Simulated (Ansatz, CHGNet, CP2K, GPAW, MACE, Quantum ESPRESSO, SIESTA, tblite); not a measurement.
## tblite runs on random packing of 91Li3PO4-9P3N5 (mol %) (88 atoms)

How near does tblite come to plane waves for random packing of 91Li3PO4-9P3N5 (mol %) (88 atoms)?

Main program and level: tblite 0.8.0; the method is named at each step.

## Step 1: The structure

The cell holds 88 atoms: 30 Li, 13 P, 40 O and 5 N. Its edges and angles: a = 9.863 Å, b = 9.863 Å, c = 9.863 Å, α = 90.0°, β = 90.0°, γ = 90.0°. 88 atoms (30 Li, 13 P, 40 O, 5 N) packed at random in a cube at 2.29 g/cm³ and pushed apart as soft spheres, cations and anions kept from their own kind; a start for melting by ab initio MD, not an equilibrated structure. Then every atom was moved at random, 0.05 Å r.m.s. a Cartesian component.

The yardstick, on the same geometry:

* method: Kohn-Sham DFT, PBE, PAW, plane waves (Ansatz 0.2.0); cutoff 420 eV, Γ point, fermi-dirac smearing of 0.05 eV; PAW set soft_2
* r.m.s. force component: 1.469 eV/Å
* longest force: 5.411 eV/Å
* pressure: -3.45 GPa
* SCF cycles: 15
* time: 7.5 s on 8 threads of Arm Neoverse V2, shared host
* CPU time: 50 s

## Step 2: GFN1-xTB

Method: GFN1-xTB tight binding, diagonalisation.

Input file run.py:

```python
import numpy as np
from ase.io import read
from tblite.ase import TBLite

atoms = read("structure.xyz")
atoms.calc = TBLite(method="GFN1-xTB", electronic_temperature=580, accuracy=1.0, max_iterations=250, mixer_damping=0.4, verbosity=1)
energy = atoms.get_potential_energy()
forces = atoms.get_forces()
print(f"energy {energy:.6f} eV")
print("forces (eV/A)")
for i, (a, f) in enumerate(zip(atoms, forces)):
    print(f"{i:4d} {a.symbol:2s} {f[0]:10.5f} {f[1]:10.5f} {f[2]:10.5f}")
stress = -atoms.get_stress(voigt=False) * 160.21766
print("stress (GPa, compression positive)")
for row in stress:
    print(" ".join(f"{x:10.4f}" for x in row))
print("charges (e)")
print(np.array2string(atoms.get_charges(), precision=4, suppress_small=True, max_line_width=110, threshold=100000))
```

Input file structure.xyz:

```xyz
88
Lattice="9.86300 0.00000 0.00000 0.00000 9.86300 0.00000 0.00000 0.00000 9.86300" Properties=species:S:1:pos:R:3 pbc="T T T"
Li 9.43317 6.78594 5.29781
Li 7.09958 8.94564 0.28267
Li 5.98674 6.51283 6.12502
Li 4.46350 8.24211 7.20522
Li 4.07608 7.62361 2.42561
Li 9.53387 3.51261 5.96435
Li 2.41466 6.65023 6.85094
Li 3.11276 3.80623 6.67459
Li 6.41845 2.26030 4.85230
Li 4.02943 1.79132 8.50200
Li 8.75913 4.72033 9.63822
Li 5.11890 4.51992 7.54312
Li 9.54216 6.45819 2.42156
Li 8.87848 7.34823 0.06155
Li 3.41447 4.59705 1.78698
Li 1.41159 4.58600 9.43169
Li 2.35085 8.26450 9.39766
Li 8.38937 8.99289 5.23390
Li 7.19180 0.76852 2.09658
Li 1.30369 2.15053 7.35957
Li 1.50440 5.51539 3.74370
Li 1.31927 8.21982 3.20311
Li 7.19289 0.42302 8.04959
Li 6.95253 3.26278 0.81537
Li 1.95347 2.06216 0.00996
Li 7.33344 4.60267 5.48955
Li 7.30503 7.39577 2.22884
Li 3.68847 4.08535 4.20637
Li 3.88987 9.61317 3.78216
Li 1.94242 8.88923 5.54419
P 0.66171 1.45312 4.64794
P 9.56760 0.35112 7.18312
P 7.30493 4.57752 2.95900
P 9.12840 2.04371 8.90639
P 5.04206 9.75096 1.46022
P 5.63789 0.39265 6.21172
P 6.82677 6.22296 8.68151
P 0.80433 0.36769 2.04085
P 8.95866 2.79537 2.35233
P 4.46735 5.82913 9.53229
P 3.79252 1.96708 2.35745
P 9.79741 9.43287 9.53249
P 0.45616 7.59875 7.98390
O 8.71652 8.26539 8.29054
O 5.83239 2.16158 7.45071
O 5.76877 0.53684 0.04419
O 3.36476 5.19376 7.69876
O 1.50352 7.12552 1.62365
O 7.25256 4.54112 7.42812
O 0.28701 8.30405 6.47131
O 2.66153 5.77567 9.65972
O 5.56046 0.41878 4.60977
O 8.37359 2.54100 3.94727
O 7.93735 0.33514 3.84746
O 1.49819 2.32402 2.18682
O 3.29651 0.57413 9.85432
[... 28 atom lines left out ...]
N 3.38567 1.53685 6.62419
N 0.16244 5.66906 7.52991
N 6.56126 8.68102 6.00972
N 5.39378 4.47494 1.23692
```

On the command line:

```console
OMP_NUM_THREADS=1 python run.py > output.txt
```

What it wrote:

```text
------------------------------------------------------------
  cycle        total energy    energy error   density error
------------------------------------------------------------
      1     -215.8348869517  -2.1576826E+02   1.1075687E+00
      2     -168.8368778805   4.6998009E+01   2.0241745E+00
      3     -129.6063500533   3.9230528E+01   1.0536025E+00
      4     -214.7548531831  -8.5148503E+01   7.1723979E-01
      5     -201.0738767433   1.3680976E+01   7.9943696E-01
      6     -230.8334440753  -2.9759567E+01   5.3959976E-01
      7     -225.0199108806   5.8135332E+00   6.4724748E-01
      8     -232.2417523402  -7.2218415E+00   5.2411387E-01
      9     -243.8916380144  -1.1649886E+01   3.3011585E-01
     10     -243.2055287869   6.8610923E-01   3.2233121E-01
     11     -243.7653767074  -5.5984792E-01   2.7040839E-01
     12     -241.1786039771   2.5867727E+00   3.7005815E-01
     13     -244.9653772013  -3.7867732E+00   2.8293911E-01
     14     -245.9431331768  -9.7775598E-01   2.0897875E-01
     15     -245.3836667487   5.5946643E-01   2.4161316E-01
     16     -246.4907641352  -1.1070974E+00   1.9977211E-01
     17     -247.0698566130  -5.7909248E-01   1.5662805E-01
     18     -247.4163608943  -3.4650428E-01   1.4412979E-01
     19     -247.3327336750   8.3627219E-02   1.5015173E-01
     20     -247.8755009077  -5.4276723E-01   1.0191209E-01
     21     -248.0291377754  -1.5363687E-01   7.8864711E-02
     22     -248.0975716910  -6.8433916E-02   7.3761871E-02
     23     -248.1160155535  -1.8443862E-02   6.8006344E-02
     24     -248.1531160698  -3.7100516E-02   6.3496988E-02
[...]
36     -248.3557916293  -1.3659329E-05   5.7554675E-04
     37     -248.3558012417  -9.6124605E-06   5.1201630E-04
     38     -248.3558093075  -8.0657821E-06   2.9602883E-04
     39     -248.3558123501  -3.0425697E-06   1.6963761E-04
     40     -248.3558128771  -5.2698897E-07   1.3812371E-04
     41     -248.3558137347  -8.5764719E-07   5.4548699E-05
     42     -248.3558137279   6.7900316E-09   5.4350191E-05
     43     -248.3558138605  -1.3255590E-07   1.7041406E-05
------------------------------------------------------------
 total:                                   5.430 sec
energy -6758.105922 eV
forces (eV/A)
   0 Li   -0.56485   -0.08832    0.56236
   1 Li   -0.65621   -0.28022   -0.37252
   2 Li    0.15342    0.59146   -0.61347
   3 Li   -0.03992    0.15687    0.41187
   4 Li    0.24536   -0.76526   -0.18718
   5 Li    0.01574    0.03696    0.09868
   6 Li    0.27667   -0.45476   -0.21820
   7 Li   -0.66293   -0.56639   -0.35064
   8 Li    0.69897   -0.29845   -0.02947
   9 Li    0.72285   -0.17223    0.14144
  10 Li   -0.12017   -0.10957   -0.51508
  11 Li    0.70744   -0.75469    0.12983
  12 Li    0.12572   -0.15839   -0.07682
  13 Li   -0.03053   -0.78461    0.49114
  14 Li    0.16844    0.40975   -0.11612
  15 Li    0.19026   -0.12262   -0.82093
  16 Li    0.56413    0.32523    0.49036
  17 Li   -0.56618    0.25309   -0.40865
  18 Li    0.30048   -0.00540    0.99447
  19 Li    0.89999    0.11945   -0.09641
  20 Li    0.32270   -0.21099    0.47551
  21 Li    0.46559   -0.58327   -0.12338
  22 Li   -0.64290    0.45939    0.06767
  23 Li   -0.85227   -0.33653   -0.46744
[...]
80 O    -0.99165   -0.10123    0.25191
  81 O     0.68655   -0.07230   -3.67241
  82 O     0.52980   -1.28956   -0.36408
  83 N     2.02361   -0.07427   -0.44804
  84 N     0.87798   -0.96148   -0.38858
  85 N     0.14961    3.30260    1.06016
  86 N    -0.62102    0.66054    0.53232
  87 N    -0.70242    1.68233    0.06035
stress (GPa, compression positive)
  -11.3123    -1.4873    -2.8490
   -1.4873    -8.0760    -1.0695
   -2.8490    -1.0695    -7.4322
charges (e)
[ 0.34    0.3872  0.3376  0.394   0.4345  0.2876  0.3745  0.3607  0.3921  0.4459  0.2796  0.357   0.2306
  0.293   0.3407  0.3023  0.3653  0.3723  0.3789  0.3443  0.3445  0.3363  0.3877  0.3086  0.3605  0.2598
  0.3479  0.3461  0.3907  0.4489  0.5012  0.4464  0.3258  0.4018  0.5152  0.4929  0.4939  0.4981  0.4621
  0.4691  0.4966  0.3999  0.4263 -0.4035 -0.3358 -0.3158 -0.4325 -0.5124 -0.4242 -0.3264 -0.39   -0.2919
 -0.3693 -0.3759 -0.4629 -0.3789 -0.3384 -0.3686 -0.354  -0.4108 -0.4964 -0.4147 -0.3627 -0.438  -0.3061
 -0.4972 -0.4223 -0.4043 -0.3985 -0.4505 -0.4599 -0.5042 -0.4996 -0.4071 -0.5439 -0.4165 -0.4963 -0.356
 -0.3819 -0.3623 -0.3144 -0.368  -0.4233 -0.1892  0.0688 -0.1373  0.0419 -0.0473]
```

Elapsed: 6.1 s, on 1 thread of Arm Neoverse V2, shared host; peak memory 0.12 GiB.

Banners, paths, timers and routine set-up lines are dropped from the logs unmarked, and long logs keep their key lines alone; longer cuts are marked.

Against the reference:

```
r.m.s. force component                  : 1.677 eV/Å
r.m.s. difference of force components   : 646.9 meV/Å
longest difference of force vectors     : 3537 meV/Å
force difference over r.m.s. force      : 44.03 %
slope of forces against the reference's : 1.054
correlation of force components         : 0.9238
pressure                                : -8.94 GPa
pressure difference                     : -5.49 GPa
```

Length of the force difference by element (eV/Å):

```csv
element,atoms,mean,most
Li,30,0.42,0.78
N,5,0.99,1.5
O,40,1.2,3.5
P,13,1.3,2.2
```

Local excerpt of 9 atoms (numbers count through the whole input) about N84, one of the 5 N atoms; x, y, z are measured from there.

```csv
atom,x,y,z,distance (Å),Mulliken charge (e),Fx,Fy,Fz (eV/Å)
N84,0.00,0.00,0.00,0.00,-0.19,2.02,-0.07,-0.45
P34,-0.16,-1.41,0.71,1.59,0.40,-5.20,0.98,1.49
Li11,-0.53,1.27,1.44,1.99,0.28,-0.12,-0.11,-0.52
Li6,0.25,0.06,-2.23,2.24,0.29,0.02,0.04,0.10
O69,-1.86,-1.24,0.92,2.41,-0.40,5.31,-1.21,0.48
N86,0.74,2.22,-0.66,2.43,-0.14,0.15,3.30,1.06
O49,-2.03,1.09,-0.77,2.43,-0.42,-0.74,2.43,1.33
Li20,1.88,-1.30,-0.83,2.43,0.34,0.90,0.12,-0.10
Li16,1.99,1.13,1.24,2.60,0.30,0.19,-0.12,-0.82
```

Atoms are counted from 1 here, from 0 in the log.

Forces lie 44 % from the reference's, at 0.12 times its CPU time (on 1 against 8 cores).

## Step 3: What came out

```json
{
  "force difference from the reference": "tblite GFN1-xTB, 44 %",
  "its CPU time": "6.1 s"
}
```

**Reading.** Tight binding differs by 44 % (tblite GFN1-xTB); it is another model, with fitted parameters of its own, and the xTB methods hold dispersion. One electronic-structure run takes under half the reference's CPU time: tblite GFN1-xTB, at 44 % in 6.1 s against 50 s; its pressure misses by -5.5 GPa. Periodic xTB results under one method name differ between programs and library versions. The reference's pressure of -3.5 GPa belongs to a cell and atoms that aren't relaxed at this level. The electronic-structure runs sample only Γ, in a cell whose shortest periodic width is 10 Å, which is coarse for a cell with partly filled levels.

[Also dropped from logs without a mark: logging warnings of Python, and SIESTA's first energy breakdown and zero terms.]

[Logs are printed without paths, hosts, clocks, repeated set-up lines and the standing remarks that a program may print on its own settings, such as how far it seeks lower states.]

[Hosts, paths, dates, database ids (printed as entryN), source tags and the programs' standing remarks are cut or masked in the printed files.]
